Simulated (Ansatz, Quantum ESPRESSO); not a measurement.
# 1T-SnO2, 1 layer: biaxial strain by an ASE script, part 2 of 2

Wanted: deformation of the bands of 1T-SnO2, 1 layer, driven from Python.

Quantum ESPRESSO 7.5; plane-wave DFT, PBE, GBRV ultrasoft pseudopotentials; geometry by Ansatz 0.2.0 with PAW datasets.

So far: The starting structure; Relaxation with Ansatz.

**3. The script**

Under ESM bc1 levels count from the vacuum, or from the mean of the two vacuum levels where the sheet has a dipole, so band edges at unlike strains can be compared.

Level of this step: plane-wave DFT, PBE, GBRV ultrasoft pseudopotentials (Quantum ESPRESSO 7.5).

run.py reads:

```python
import json
import numpy as np
from ase import Atoms
from ase.calculators.espresso import Espresso, EspressoProfile

profile = EspressoProfile(command='mpirun -n 2 pw.x -nk 2', pseudo_dir='../pseudo')
pseudopotentials = {'O': 'o_pbe_v1.2.uspp.F.UPF', 'Sn': 'sn_pbe_v1.4.uspp.F.UPF'}
system = {'ecutwfc': 40, 'ecutrho': 200, 'occupations': 'smearing', 'smearing': 'fd', 'degauss': 0.002}


def calculator(name, kpts, **extra):
    data = dict(control=dict(tprnfor=True, verbosity='high', disk_io='none'),
                system=system | extra,
                electrons=dict(conv_thr=1e-09, mixing_beta=0.4, mixing_mode='plain',
                               electron_maxstep=100))
    return Espresso(profile=profile, directory=name, pseudopotentials=pseudopotentials, kpts=kpts, input_data=data)


def centre(atoms):
    z = atoms.positions[:, 2]
    atoms.positions[:, 2] -= (z.max() + z.min()) / 2  # ESM wants the slab about z = 0
    return atoms

sheet = Atoms(
    ['O', 'Sn', 'O'],
    scaled_positions=[
        [0.6666666667, 0.3333333333, 0.4397457744],
        [0.0000000000, 0.0000000000, 0.4999999115],
        [0.3333333333, 0.6666666667, 0.5602543141]],
    cell=[
        [3.227347344533, 0.000000000000, 0.000000000000],
        [-1.613673672266, 2.794964787202, 0.000000000000],
        [0.000000000000, 0.000000000000, 16.788854382000]],
    pbc=True)

rows = []
for strain in [-0.03, -0.015, 0.0, 0.015, 0.03]:
    atoms = sheet.copy()
    atoms.set_cell(sheet.cell.array * [[1 + strain], [1 + strain], [1]], scale_atoms=True)
    atoms = centre(atoms)
    atoms.calc = calculator(f's{strain:+.3f}', (12, 12, 1), assume_isolated='esm', esm_bc='bc1', nbnd=17)
    energy = atoms.get_potential_energy()
    levels = np.array([atoms.calc.get_eigenvalues(kpt=i) for i in range(len(atoms.calc.get_ibz_k_points()))])
    top, bottom = levels[:, 12].max(), levels[:, 13].min()
    direct = (levels[:, 13] - levels[:, 12]).min()
    rows.append([strain, energy, top, bottom, direct])
    print(f'strain {strain:+.3f}: E = {energy:.5f} eV, valence top {top:.3f}, conduction bottom {bottom:.3f}, '
          f'gap {bottom - top:.3f}, least direct gap {direct:.3f} eV')

x, energy, top, bottom, direct = np.array(rows).T
area = np.linalg.norm(np.cross(*sheet.cell[:2]))
stiffness = np.polyfit(x, energy, 2)[0] / area * 16.0218  # C11 + C12, heights clamped
print(f'valence and conduction edges move by {np.polyfit(x, top, 1)[0]:.2f} and {np.polyfit(x, bottom, 1)[0]:.2f} eV per unit biaxial strain')
print(f'C11 + C12 with clamped heights: {stiffness:.1f} N/m')
json.dump(dict(rows=rows, stiffness=stiffness), open('result.json', 'w'))
```

Run with:

```bash
$ OMP_NUM_THREADS=1 python run.py
```

Output:

```text
strain -0.030: E = -3045.75509 eV, valence top -8.456, conduction bottom -5.242, gap 3.214, least direct gap 3.810 eV
strain -0.015: E = -3045.84890 eV, valence top -8.390, conduction bottom -5.486, gap 2.904, least direct gap 3.502 eV
strain +0.000: E = -3045.88041 eV, valence top -8.324, conduction bottom -5.714, gap 2.610, least direct gap 3.160 eV
strain +0.015: E = -3045.85742 eV, valence top -8.258, conduction bottom -5.925, gap 2.333, least direct gap 2.841 eV
strain +0.030: E = -3045.78687 eV, valence top -8.193, conduction bottom -6.120, gap 2.073, least direct gap 2.544 eV
valence and conduction edges move by 4.40 and -14.63 eV per unit biaxial strain
C11 + C12 with clamped heights: 216.1 N/m
```

Run time: 1.9 min. Hardware: 2 MPI ranks of Intel Xeon Platinum 8488C (Sapphire Rapids), shared host; peak memory 0.36 GiB; 3.7 min of CPU time.

The input that ASE wrote for the first run, and its log:

```
&CONTROL
   verbosity        = 'high'
   tprnfor          = .true.
   disk_io          = 'none'
   pseudo_dir       = '../pseudo'
/
&SYSTEM
   nbnd             = 17
   ecutwfc          = 40
   ecutrho          = 200
   occupations      = 'smearing'
   degauss          = 0.002
   smearing         = 'fd'
   assume_isolated  = 'esm'
   esm_bc           = 'bc1'
   ntyp             = 2
   nat              = 3
   ibrav            = 0
/
&ELECTRONS
   electron_maxstep = 100
   conv_thr         = 1e-09
   mixing_mode      = 'plain'
   mixing_beta      = 0.4
/
&IONS
/
&CELL
/
&FCP
/
&RISM
/
ATOMIC_SPECIES
O 15.999 o_pbe_v1.2.uspp.F.UPF
Sn 118.71 sn_pbe_v1.4.uspp.F.UPF

K_POINTS automatic
12 12 1  0 0 0

CELL_PARAMETERS angstrom
3.13052692419701 0.00000000000000 0.00000000000000
-1.56526346209802 2.71111584358594 0.00000000000000
0.00000000000000 0.00000000000000 16.78885438200000

ATOMIC_POSITIONS angstrom
O 1.5652634623 0.9037052811 -1.0116001624  
Sn 0.0000000000 0.0000000000 -0.0000022287  
O -0.0000000002 1.8074105625 1.0116001624
```

```text
Program PWSCF v.7.5 starts
[citation notice left out]

     Parallel version (MPI & OpenMP), running on       2 processor cores
     Number of MPI processes:                 2
     Threads/MPI process:                     1

     MPI processes distributed on     1 nodes
[... 1 line left out ...]

Warning: card &CELL ignored
Warning: card &FCP ignored
Warning: card &RISM ignored

     Current dimensions of program PWSCF are:
     Max number of different atomic species (ntypx) = 10
     Max number of k-points (npk) =  40000
     Max angular momentum in pseudopotentials (lmaxx) =  4
     Message from routine setup:
     using ibrav=0 with symmetry is DISCOURAGED, use correct ibrav instead

     K-points division:     npool     =       2
     Subspace diagonalization in iterative solution of the eigenvalue problem:
     a serial algorithm will be used

     G-vector sticks info
     --------------------
     sticks:   dense  smooth     PW     G-vecs:    dense   smooth      PW
     Sum         475     379    121                45821    32737    5723

     Using Slab Decomposition

     bravais-lattice index     =            0
     lattice parameter (alat)  =       5.9158  a.u.
     unit-cell volume          =     961.5750 (a.u.)^3
     number of atoms/cell      =            3
     number of atomic types    =            2
     number of electrons       =        26.00
     number of Kohn-Sham states=           17
     kinetic-energy cutoff     =      40.0000  Ry
     charge density cutoff     =     200.0000  Ry
     scf convergence threshold =      1.0E-09
     mixing beta               =       0.4000
     number of iterations used =            8  plain     mixing
     Exchange-correlation=  SLA  PW   PBX  PBC
                           (   1   4   3   4   0   0   0)

     Effective Screening Medium Method
     =================================
     Boundary Conditions: Vacuum-Slab-Vacuum
     total charge in unit cell        =   0.0000
     grid points for fit at edges     =        4

[... 10 lines left out ...]
     PseudoPot. # 1 for O  read from file:
     ../pseudo/o_pbe_v1.2.uspp.F.UPF
     Pseudo is Ultrasoft + core correction, Zval =  6.0
     Generated by new atomic code, or converted to UPF format
     Using radial grid of  737 points,  5 beta functions with:
                l(1) =   0
                l(2) =   0
                l(3) =   1
                l(4) =   1
                l(5) =   2
     Q(r) pseudized with  8 coefficients,  rinner =    0.900   0.900   0.900
                                                       0.900   0.900

     PseudoPot. # 2 for Sn read from file:
     ../pseudo/sn_pbe_v1.4.uspp.F.UPF
     Pseudo is Ultrasoft + core correction, Zval = 14.0
     Generated by new atomic code, or converted to UPF format
     Using radial grid of  891 points,  6 beta functions with:
                l(1) =   0
                l(2) =   0
[... 459 lines left out ...]

          k = 0.0000 0.0000 0.0000 (  4053 PWs)   bands (ev):

   -28.3526 -28.0435 -28.0435 -27.7668 -27.7668 -26.4996 -24.7214 -12.0309
    -9.6044  -9.6044  -9.1087  -9.0522  -9.0522  -5.2421  -2.2295  -0.4852
    -0.2276

     occupation numbers
     1.0000   1.0000   1.0000   1.0000   1.0000   1.0000   1.0000   1.0000
     1.0000   1.0000   1.0000   1.0000   1.0000   0.0000   0.0000   0.0000
     0.0000

[... 144 lines left out ...]

     the Fermi energy is    -6.5450 ev

!    total energy              =    -223.85888980 Ry
     estimated scf accuracy    <          7.0E-10 Ry
     smearing contrib. (-TS)   =       0.00000000 Ry
     internal energy E=F+TS    =    -223.85888980 Ry

     The total energy is F=E-TS. E is the sum of the following terms:
     one-electron contribution =     450.80787933 Ry
     hartree contribution      =    -221.42527078 Ry
     xc contribution           =     -57.92796999 Ry
     ewald contribution        =    -395.31352836 Ry

     convergence has been achieved in  11 iterations

     negative rho (up, down):  2.232E-04 0.000E+00

     Forces acting on atoms (cartesian axes, Ry/au):

     atom    1 type  1   force =     0.00000000    0.00000000   -0.02776493
     atom    2 type  2   force =     0.00000000   -0.00000000    0.00000000
     atom    3 type  1   force =     0.00000000    0.00000000    0.02776493
     The non-local contrib.  to forces
     atom    1 type  1   force =    -0.00000000   -0.00000000    1.03612719
     atom    2 type  2   force =     0.00000000    0.00000000    0.00000000
     atom    3 type  1   force =     0.00000000   -0.00000000   -1.03612719
     The ionic contribution  to forces
     atom    1 type  1   force =    -0.00000000    0.00000000  -41.75629834
     atom    2 type  2   force =     0.00000000    0.00000000   -0.00006453
     atom    3 type  1   force =     0.00000000   -0.00000000   41.75636287
     The local contribution  to forces
     atom    1 type  1   force =    -0.00000001    0.00000001   40.69758844
     atom    2 type  2   force =     0.00000000    0.00000000    0.00053515
     atom    3 type  1   force =     0.00000001   -0.00000001  -40.69758923
     The core correction contribution to forces
     atom    1 type  1   force =    -0.00000000    0.00000000   -0.00510982
     atom    2 type  2   force =     0.00000000    0.00000000    0.00003529
     atom    3 type  1   force =     0.00000000   -0.00000000    0.00510982
     The Hubbard contrib.    to forces
     atom    1 type  1   force =     0.00000000    0.00000000    0.00000000
     atom    2 type  2   force =     0.00000000    0.00000000    0.00000000
     atom    3 type  1   force =     0.00000000    0.00000000    0.00000000
     The SCF correction term to forces
     atom    1 type  1   force =     0.00000000   -0.00000000   -0.00004053
     atom    2 type  2   force =     0.00000000    0.00000000   -0.00000001
     atom    3 type  1   force =    -0.00000000    0.00000000    0.00004053

     Total force =     0.039266     Total SCF correction =     0.000057
     Message from routine punch:
     Nothing written, as per user request (disk_io='none')

[... 1 line left out ...]

[... 1 line left out ...]

[... 1 line left out ...]

[... 3 lines left out ...]

[... 1 line left out ...]

[... 2 lines left out ...]

[... 1 line left out ...]

[... 1 line left out ...]

=------------------------------------------------------------------------------=
   JOB DONE.
=------------------------------------------------------------------------------=
```

Numbers from this step:

| Item | Value |
| --- | --- |
| biaxial stiffness | 216.1 N/m |

Band edge from the vacuum level against biaxial strain:

```
biaxial strain (%)  valence top (eV)  conduction bottom (eV)
             -3.00             -8.46                   -5.24
             -1.50             -8.39                   -5.49
              0.00             -8.32                   -5.71
              1.50             -8.26                   -5.93
              3.00             -8.19                   -6.12
```

Gap against biaxial strain:

| biaxial strain (%) | on the mesh (eV) | least direct (eV) |
| --- | --- | --- |
| -3.00 | 3.21 | 3.81 |
| -1.50 | 2.90 | 3.50 |
| 0.00 | 2.61 | 3.16 |
| 1.50 | 2.33 | 2.84 |
| 3.00 | 2.07 | 2.54 |

Table of energy over the lowest by biaxial strain:

```csv
biaxial strain (%),energy over the lowest (meV)
-3.00,125
-1.50,31.5
0.00,0
1.50,23.0
3.00,93.5
```

**4. Running the series: vdW-DF-cx, GBRV ultrasoft**

Level of this step: plane-wave DFT, vdW-DF-cx, GBRV ultrasoft pseudopotentials made under PBE (Quantum ESPRESSO 7.5). input_dft overrides the functional of the files.

run.py is the input of step 3 with these lines changed:

```diff
@@ -7,3 +7,3 @@
 pseudopotentials = {'O': 'o_pbe_v1.2.uspp.F.UPF', 'Sn': 'sn_pbe_v1.4.uspp.F.UPF'}
-system = {'ecutwfc': 40, 'ecutrho': 200, 'occupations': 'smearing', 'smearing': 'fd', 'degauss': 0.002}
+system = {'ecutwfc': 40, 'ecutrho': 200, 'input_dft': 'vdw-df-cx', 'occupations': 'smearing', 'smearing': 'fd', 'degauss': 0.002}
```

Run with:

```bash
$ OMP_NUM_THREADS=1 python run.py
```

Output:

```text
strain -0.030: E = -3042.54304 eV, valence top -8.574, conduction bottom -5.410, gap 3.164, least direct gap 3.745 eV
strain -0.015: E = -3042.60224 eV, valence top -8.507, conduction bottom -5.650, gap 2.857, least direct gap 3.464 eV
strain +0.000: E = -3042.60061 eV, valence top -8.440, conduction bottom -5.875, gap 2.565, least direct gap 3.124 eV
strain +0.015: E = -3042.54605 eV, valence top -8.374, conduction bottom -6.083, gap 2.290, least direct gap 2.806 eV
strain +0.030: E = -3042.44537 eV, valence top -8.307, conduction bottom -6.274, gap 2.033, least direct gap 2.511 eV
valence and conduction edges move by 4.44 and -14.42 eV per unit biaxial strain
C11 + C12 with clamped heights: 210.1 N/m
```

It took 5.3 min on 2 MPI ranks; peak memory 0.39 GiB; 11 min of CPU time.

This step gave:

| Item | Value |
| --- | --- |
| biaxial stiffness | 210.1 N/m |

The band edge from the vacuum level by biaxial strain:

```csv
biaxial strain (%),valence top (eV),conduction bottom (eV)
-3.00,-8.57,-5.41
-1.50,-8.51,-5.65
0.00,-8.44,-5.87
1.50,-8.37,-6.08
3.00,-8.31,-6.27
```

The gap by biaxial strain:

| biaxial strain (%) | on the mesh (eV) | least direct (eV) |
| --- | --- | --- |
| -3.00 | 3.16 | 3.75 |
| -1.50 | 2.86 | 3.46 |
| 0.00 | 2.57 | 3.12 |
| 1.50 | 2.29 | 2.81 |
| 3.00 | 2.03 | 2.51 |

Table of energy over the lowest by biaxial strain:

```
biaxial strain (%)  energy over the lowest (meV)
             -3.00                          59.2
             -1.50                             0
              0.00                          1.63
              1.50                          56.2
              3.00                           157
```

**5. A check by hand**

Under equal strain ε in the plane, E = A (C11 + C12) ε². From the points at ±1.5 %: d²E/dε² = (31.51 + 22.99 − 2 × 0.00) meV / 0.015² = 242 eV, and 242/(2 × 9.020 Å²) × 16.02 = 215 N/m.

**6. Results**

| Item | Value |
| --- | --- |
| C11 + C12, heights clamped, PBE, GBRV ultrasoft | 216 N/m |
| gap on the mesh at zero strain, PBE, GBRV ultrasoft | 2.61 eV |
| valence top below the vacuum at zero strain, PBE, GBRV ultrasoft | 8.32 eV |
| shift of the valence top per unit biaxial strain, PBE, GBRV ultrasoft | 4.4 eV |
| shift of the conduction bottom per unit biaxial strain, PBE, GBRV ultrasoft | -14.6 eV |
| C11 + C12, heights clamped, vdW-DF-cx, GBRV ultrasoft (made under PBE) | 210 N/m |
| gap on the mesh at zero strain, vdW-DF-cx, GBRV ultrasoft (made under PBE) | 2.57 eV |
| valence top below the vacuum at zero strain, vdW-DF-cx, GBRV ultrasoft (made under PBE) | 8.44 eV |
| shift of the valence top per unit biaxial strain, vdW-DF-cx, GBRV ultrasoft (made under PBE) | 4.4 eV |
| shift of the conduction bottom per unit biaxial strain, vdW-DF-cx, GBRV ultrasoft (made under PBE) | -14.4 eV |

The sheet's biaxial stiffness comes to 216 N/m and its gap at zero strain to 2.61 eV (PBE, GBRV ultrasoft). From −3 % to +3 % the gap on the mesh goes from 3.21 to 2.07 eV; it is indirect at every strain. Heights are clamped under strain, which makes a sheet with several atomic planes too stiff. Zero strain is the PBE cell; under vdW-DF-cx the energy is lowest near -0.7 %, so its stiffness is taken away from its own minimum. Semilocal gaps are too small. Spin-orbit coupling is left out; depending on the atoms that carry the levels of interest, it can split and shift them by tens to hundreds of meV.

[Logs are printed without paths, hosts, clocks, repeated set-up lines and the standing remarks that a program may print on its own settings, such as how far it seeks lower states.]

[Hosts, paths, dates, database ids (printed as entryN), source tags and the programs' standing remarks are cut or masked in the printed files.]

[Maps of the electrostatic potential energy from Ansatz leave out the sawtooth potential of an applied field or a dipole correction, so their vacuum need not be flat; planar profiles and work functions include it.]
